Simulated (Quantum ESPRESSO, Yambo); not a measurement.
# OsClF (1T monolayer (Janus)): G0W0 with Yambo, start to end, part 3 of 3

Aim: the G0W0 gap of OsClF (1T monolayer (Janus)) on PBE with spin-orbit coupling, step by step.

Quantum ESPRESSO 7.5 and Yambo 5.3.0; PBE and many-body steps on it, plane waves. Known limits of the many-body steps: not at the basis limit; d states lean on the start.

So far. Step 3 (Bands along the symmetry lines): The gap is 1.109 eV, −0.001 eV from the run before at this level. Step 4 (Empty states on the mesh, 9×9×1 mesh, 188 bands): On this mesh the gap is 1.112 eV.

### Step 6. Screening and self-energy, 9×9×1 mesh, 188 bands, screening to 108.8 eV

G0W0 replaces the xc potential by the self-energy, built once from these orbitals. Only a window of levels is corrected, while the sums run over the empty bands that the input names.

This step: G0W0 on PBE with spin-orbit coupling, plane waves, norm-conserving pseudopotentials.

gw3.in reads:

```
HF_and_locXC
gw0
dyson
ppa
em1d
rim_cut
rim_w
RandQpts= 3000000
RandGvec= 100 RL
CUTGeo= "slab z"
RandGvecW= 9 RL
EXXRLvcs= 72 Ry
VXCRLvcs= 288 Ry
Chimod= "HARTREE"
% BndsRnXp
 1 | 188 |
%
NGsBlkXp= 8 Ry
% LongDrXp
 1 | 1 | 0 |
%
% GbndRnge
 1 | 188 |
%
DysSolver= "n"
ExtendOut
PPAPntXp= 27.21138 eV
% QPkrange
 6 | 6 | 27 | 34 |
 10 | 10 | 27 | 34 |
 7 | 7 | 27 | 34 |
 1 | 1 | 27 | 34 |
%
```

Command:

```
> OMP_NUM_THREADS=1 mpirun -n 4 yambo -F gw3.in -J gw3 -C gw3 > gw3.log
```

The program printed:

```text
 Yambo, version 5.3.0

 [02] CORE Variables Setup
 =========================

  [... cell, symmetries and grids as in the set-up ...]

  [02.05] Energies & Occupations
  ==============================

  [X] === General ===
  [X] Electronic Temperature                        :  0.000000  0.000000 [eV K]
  [X] Bosonic    Temperature                        :  0.000000  0.000000 [eV K]
  [X] Finite Temperature mode                       : no
  [X] El. density                                   :  0.20355E+24 [cm-3]
  [X] Fermi Level                                   :  0.391027 [eV]

  [X] === Gaps and Widths ===
  [X] Conduction Band Min                           :  1.111561 [eV]
  [X] Valence Band Max                              :  0.000000 [eV]
  [X] Filled Bands                                  :  30
  [X] Empty Bands                                   :   31  188
  [X] Direct Gap                                    :  1.311440 [eV]
  [X] Direct Gap localized at k                     :   7
  [X] Indirect Gap                                  :  1.111561 [eV]
  [X] Indirect Gap between kpts                     :   6  10
  [X] Last valence band width                       :  0.343005 [eV]
  [X] 1st conduction band width                     :  1.074839 [eV]

 [03] Transferred momenta grid and indexing
 ==========================================

 IBZ Q-points                                      :  12
 BZ  Q-points                                      :   81

 K/Q-points units:
 rlu = crystal or reduced units; cc = cartesian coordinates; iku = interal k-units

 Q [ 1]         [rlu]:  0.000000  0.000000  0.000000
 Q [ 2]         [rlu]:  0.22827E-17  0.11111       0.0000
 Q [ 3]         [rlu]:  0.45655E-17  0.22222       0.0000
 Q [ 4]         [rlu]:  0.68482E-17  0.33333       0.0000
 Q [ 5]         [rlu]:  0.91310E-17  0.44444       0.0000
 Q [ 6]         [rlu]:  0.111111  0.111111  0.000000
 Q [ 7]         [rlu]:  0.111111  0.222222  0.000000
 Q [ 8]         [rlu]:  0.111111  0.333333  0.000000
 Q [ 9]         [rlu]:  0.111111  0.444444  0.000000
 Q [10]         [rlu]:  0.222222  0.222222  0.000000
 Q [11]         [rlu]:  0.222222  0.333333  0.000000
 Q [12]         [rlu]:  0.333333  0.333333  0.000000

 [04] Coloumb potential Random Integration (RIM)
 ===============================================

 Performing RIM of v_slab

  [04.01] RIM initialization
  ==========================

  * Diagonal components only detected *

  8 x (sBL volume)        :  0.024632 [a.u.]
  sBZ random points       :  3000000
  Points outside the sBZ  :  24000829
  RL volume               :  0.249404 [a.u.]
  Integrated volume       :  0.249395 [a.u.]

  [04.02] RIM integrals
  =====================

  Gamma point sphere radius             :  0.028729 [a.u.]
  Points outside the sphere             :  2398884
  [Int_sBZ(q=0) 1/q^2]*(Vol_sBZ)^(-1/3) =:  7.155240
                                 should be <:  7.795600

  Summary of Coulomb integrals for non-metallic bands |Q|[au] RIM/Bare

  Q [1] 0.100000E-4 0.917856 * Q [2] 0.122354 0.868056
  Q [6] 0.211923 0.972757 * Q [3] 0.244707 0.988039
  Q [7] 0.323717 1.003926 * Q [4] 0.367061 1.006607
  Q [10] 0.423846 1.007414 * Q [8] 0.441153 1.007412
  Q [5] 0.489415 1.006985 * Q [11] 0.533327 1.006332
  Q [9] 0.560695 1.005945 * Q [12] 0.635769 1.004859
  Non-periodic chartesian directions : none
  Optical renormalization            :  26.45617 [au]
  Polarizability dimension           : length

 [05] Coloumb potential CutOffslab
 =================================

 Cut directionsZ
 Slab Cutoff:Z
 Symmetry test passed : yes

 [06] Dipoles
 ============

  [06.01] Setup: observables and procedures
  =========================================

  [WARNING] [x,Vnl] slows the Dipoles computation. To neglect it rename the ns.kb_pp file

 [07] Dynamic Dielectric Matrix (PPA)
 ====================================

 [WR./gw3//ndb.pp]---------------------------------------------------------------
  Brillouin Zone Q/K grids (IBZ/BZ)                :   12   81   12   81
  RL vectors                                       :  12665 [WF]
  Coulomb cutoff potential                         : slab z
  Electronic Temperature                           :  0.000000 [K]
  Bosonic    Temperature                           :  0.000000 [K]
  PPA    diel. fun.  energies                      : Perdew, Burke & Ernzerhof(X)+Perdew, Burke & Ernzerhof(C)
  wavefunctions                                    : Perdew, Burke & Ernzerhof(X)+Perdew, Burke & Ernzerhof(C)
  Global Gauge                                     : length
  X matrix size                                    :   353
  X band range                                     :    1  188
  X e/h energy range                               : -1.000000 -1.000000 [eV]
  X Time ordering                                  : R
  X Hxc Kernel                                     : HARTREE
  X Drude frequency                                :  0.000000  0.000000
  X poles                                          :  100.0000 [o/o]
  RL vectors in the sum                            :  12665
  [r,Vnl] included                                 : yes
  Field direction                                  :  0.707107E-5  0.707107E-5   0.00000
  BZ energy Double Grid                            : no
  BZ energy DbGd points                            : 0
  BZ Q point size factor                           : -1.000000
  X Optical Averaged directions                    : none

 [08] Local Exchange-Correlation + Non-Local Fock
 ================================================

 [VXC] Plane waves :   82061
 [EXS] Plane waves :  10193

 QP @ state[ 1 ] K range:  1  1
 QP @ state[ 1 ] b range:   27   34
 QP @ state[ 2 ] K range:   6   7
 QP @ state[ 2 ] b range:   27   34
 QP @ state[ 3 ] K range:  10  10
 QP @ state[ 3 ] b range:   27   34

 [xc] Functional : Perdew, Burke & Ernzerhof(X)+Perdew, Burke & Ernzerhof(C)
 [xc] LIBXC used to calculate xc functional
  PP Number of Atomic Species                      :  3
  NLCC RL compoments                               :   82061
  PP Number of Atomic Species                      :  3
  NLCC RL compoments                               :   82061

 [xc] E_xc :  -17.10132 [Ha]
      E_xc :  -34.20264 [Ry]

  Local XC kind (lXC) : Perdew, Burke & Ernzerhof(X)+Perdew, Burke & Ernzerhof(C)
  Non-Local XC kind (nlXC) : Hartree-Fock

  Corrections @ K [1] :  [eV]
 <27|nlXC|27> = -21.44317  0.10105E-16 <27|lXC|27> = -17.98996  0.34238E-16
 <28|nlXC|28> = -21.44317 -0.80506E-17 <28|lXC|28> = -17.98997 -0.13190E-16
 <29|nlXC|29> = -19.48989 -0.57693E-17 <29|lXC|29> = -16.61464  0.18882E-15
 <30|nlXC|30> = -19.48989 -0.12903E-16 <30|lXC|30> = -16.61464  0.37763E-15
 <31|nlXC|31> = -13.46272  0.10387E-17 <31|lXC|31> = -18.95422 -0.35541E-16
 <32|nlXC|32> = -13.46271  0.93898E-18 <32|lXC|32> = -18.95421 -0.72892E-16
 <33|nlXC|33> = -10.61460  0.14471E-18 <33|lXC|33> = -15.47476 -0.14161E-15
 <34|nlXC|34> = -10.61460  0.40610E-18 <34|lXC|34> = -15.47476  0.000000

  Corrections @ K [6] :  [eV]
 <27|nlXC|27> = -22.10491  0.94785E-17 <27|lXC|27> = -18.47668  0.94408E-16
 <28|nlXC|28> = -21.43899 -0.17854E-17 <28|lXC|28> = -18.02292  0.18882E-15
[...]
Corrections @ K [7] :  [eV]
[...]
Corrections @ K [10] :  [eV]
[...]
<30|nlXC|30> = -20.86263  0.69286E-17 <30|lXC|30> = -18.22898 -0.28323E-15
 <31|nlXC|31> = -12.82316  0.26848E-18 <31|lXC|31> = -18.05702 -0.10031E-15
 <32|nlXC|32> = -12.44612  0.96573E-19 <32|lXC|32> = -17.87329  0.23602E-16
 <33|nlXC|33> = -13.50049 -0.13711E-17 <33|lXC|33> = -18.70734 -0.94408E-16
 <34|nlXC|34> = -12.55283  0.41629E-18 <34|lXC|34> = -18.30644 -0.23602E-16

 [09] Dyson equation: Newton solver
 ==================================

  [09.01] RIM-W interpolation
  ===========================

  [WARNING] RIM-W works only for 2D semiconductors with slab cutoff
  Found compatible q grid: 2D
  q_min[ 1 ]:  0.11111      0.32654E-11   0.0000     [rlu]
   0.111111  0.055556  0.000000 [iku]
  q_min[ 2 ]:  0.22827E-17  0.11111       0.0000     [rlu]
   0.36799E-11  0.11111       0.0000     [iku]
  G-vectors :   9
  G-vectors loaded:   61
  Number of interpolated frequencies:  2

  Evaluating coefficients q = 0
  Evaluating coefficients q = 0

  [09.02] RIM-W integrals
  =======================

  8 x (sBL volume)        :  0.024632 [a.u.]
  sBZ random points       :  3000000
  Points outside the sBZ  :  24000829
  RL volume               :  0.249404 [a.u.]
  Integrated volume       :  0.249395 [a.u.]

  [09.03] RIM integrals
  =====================

  Comparison between head Wc = W - v averages: < Wc > [au] RIM-W/RIM

   < -Wc [Q = 1] > 0.225867E-1 0.268491E-4 * < -Wc [Q = 2] > 0.005001 0.004898
   < -Wc [Q = 3] > 0.001086 0.001069 * < -Wc [Q = 4] > 0.386717E-3 0.382596E-3
   < -Wc [Q = 5] > 0.177947E-3 0.176685E-3 * < -Wc [Q = 6] > 0.001536 0.001508
   < -Wc [Q = 7] > 0.538944E-3 0.532753E-3 * < -Wc [Q = 8] > 0.237188E-3 0.235403E-3
   < -Wc [Q = 9] > 0.122524E-3 0.121896E-3 * < -Wc [Q = 10] > 0.265348E-3 0.263377E-3
   < -Wc [Q = 11] > 0.141726E-3 0.141012E-3 * < -Wc [Q = 12] > 0.866963E-4 0.863936E-4

  Comparison between head Wc = W - v averages: < Wc > [au] RIM-W/RIM

   < -Wc [G = 1,G`=0] > 0.225867E-1 0.268491E-4 * < -Wc [G = 2,G`=0] >-0.001085 0.000000
   < -Wc [G = 3,G`=0] >-0.001085 0.000000 * < -Wc [G = 4,G`=0] > 0.354229E-4  0.00000
   < -Wc [G = 5,G`=0] > 0.354268E-4  0.00000 * < -Wc [G = 6,G`=0] > 0.163672E-4  0.00000
   < -Wc [G = 7,G`=0] > 0.163593E-4  0.00000 * < -Wc [G = 8,G`=0] >-0.619310E-5  0.00000
   < -Wc [G = 9,G`=0] >-0.619238E-5  0.00000

 [10] G0W0 (W PPA)
 =================

 [  GW  ] Bands range     :    1  188
 [GW/PPA] G damping       :  0.100000 [eV]

 QP @ state[ 1 ] K range:  1  1
 QP @ state[ 1 ] b range:   27   34
 QP @ state[ 2 ] K range:   6   7
 QP @ state[ 2 ] b range:   27   34
 QP @ state[ 3 ] K range:  10  10
 QP @ state[ 3 ] b range:   27   34

  Sc/G bands                                       :    1  188
  Sc/G damping                                     :  0.100000 ev
  Sc bands terminator                              : no
  Sx RL components                                 :  10193

  QP @ state[ 1 ] K range                          :  1  1
  QP @ state[ 1 ] b range                          :   27   34
  QP @ state[ 2 ] K range                          :   6   7
  QP @ state[ 2 ] b range                          :   27   34
  QP @ state[ 3 ] K range                          :  10  10
  QP @ state[ 3 ] b range                          :   27   34
  GF energies kind                                 : Perdew, Burke & Ernzerhof(X)+Perdew, Burke & Ernzerhof(C)
  GF WF`s kind                                     : Perdew, Burke & Ernzerhof(X)+Perdew, Burke & Ernzerhof(C)
  Xs energies kind                                 : Perdew, Burke & Ernzerhof(X)+Perdew, Burke & Ernzerhof(C)
  Xs WF`s kind                                     : Perdew, Burke & Ernzerhof(X)+Perdew, Burke & Ernzerhof(C)

 [14] Game Over & Game summary
```

The job ended after 29 min (4 MPI ranks of Arm Neoverse V2, shared host; peak memory 6.8 GiB).

This step gave:

* G0W0 gap on the mesh: 2.403 eV
* starting gap on the mesh: 1.112 eV
* k of the valence top: 0.1111, 0.1111, 0
* k of the conduction bottom: 0.1111, 0.2222, 0
* least direct G0W0 gap on the computed points: 2.481 eV
* Z at the valence top: 0.7557
* Z at the conduction bottom: 0.7643

The gap on the mesh goes from 1.11 eV to 2.40 eV, a correction of +1.29 eV.

Limits: finite bands, cutoff and mesh; d states lean on the start. v1 is the top filled band, c1 the lowest empty one. Levels before and after the correction, in eV, zero at the valence-band top of each column:

```csv
,conduction bottom,valence top
Kohn-Sham,1.11,0.00
G0W0,2.40,0.00
```

```csv
,level,energy (eV)
Kohn-Sham,(0.111 0.111 0) v3,-1.174
Kohn-Sham,(0.111 0.111 0) v2,-0.247
Kohn-Sham,(0.111 0.111 0) v1,0.000
Kohn-Sham,(0.111 0.111 0) c1,1.429
Kohn-Sham,(0.111 0.111 0) c2,1.771
Kohn-Sham,(0.111 0.111 0) c3,1.977
Kohn-Sham,(0.111 0.222 0) v3,-0.942
Kohn-Sham,(0.111 0.222 0) v2,-0.383
Kohn-Sham,(0.111 0.222 0) v1,-0.144
Kohn-Sham,(0.111 0.222 0) c1,1.167
Kohn-Sham,(0.111 0.222 0) c2,1.527
Kohn-Sham,(0.111 0.222 0) c3,1.901
G0W0,(0.111 0.111 0) v3,-1.158
G0W0,(0.111 0.111 0) v2,-0.273
G0W0,(0.111 0.111 0) v1,0.000
G0W0,(0.111 0.111 0) c1,2.639
G0W0,(0.111 0.111 0) c2,3.000
G0W0,(0.111 0.111 0) c3,3.308
G0W0,(0.111 0.222 0) v3,-0.925
G0W0,(0.111 0.222 0) v2,-0.342
G0W0,(0.111 0.222 0) v1,-0.079
G0W0,(0.111 0.222 0) c1,2.403
G0W0,(0.111 0.222 0) c2,2.777
G0W0,(0.111 0.222 0) c3,3.269
```

### Step 7. Where the time went

Times are wall times on the hardware named with each run, good to a factor of about two.

```csv
step,time,share,memory (GiB)
ground state,73 s,4 %,1.1
bands along the symmetry lines,33 s,2 %,0.69
empty states on the mesh,2.1 min,6 %,1.6
conversion and set-up,4.5 s,0 %,0.25
screening and self-energy,29 min,88 %,6.8
```

### Step 8. Outcome

| Item | Value |
| --- | --- |
| PBE gap | 1.11 eV, indirect |
| G0W0 gap on the mesh | 2.40 eV |
| GW settings | 9×9×1 mesh, 188 bands, screening to 108.8 eV, Godby-Needs plasmon pole |
| known limits | not at the basis limit; d states lean on the start |

**Reading.** G0W0 moves the gap on the mesh from 1.11 eV to 2.40 eV (+1.29 eV), with Z of 0.76 and 0.76 at the edges. The dearest step here is «screening and self-energy». Bands and cutoff are finite, so the gap is not at the basis limit. The miss can reach some tenths of an eV and take either sign; the mesh is an error of its own. With d states at the gap, one-shot GW leans hard on its start.

[Paths, hosts, dates, memory and timing lines, banners, echoed tables and standing remarks are left out of the program output.]

[Logs are printed without paths, hosts, clocks, repeated set-up lines and the standing remarks that a program may print on its own settings, such as how far it seeks lower states.]

[Runs of the session that timed out or met a known fault of the program may be left out.]

[Hosts, paths, dates, database ids (printed as entryN), source tags and the programs' standing remarks are cut or masked in the printed files.]
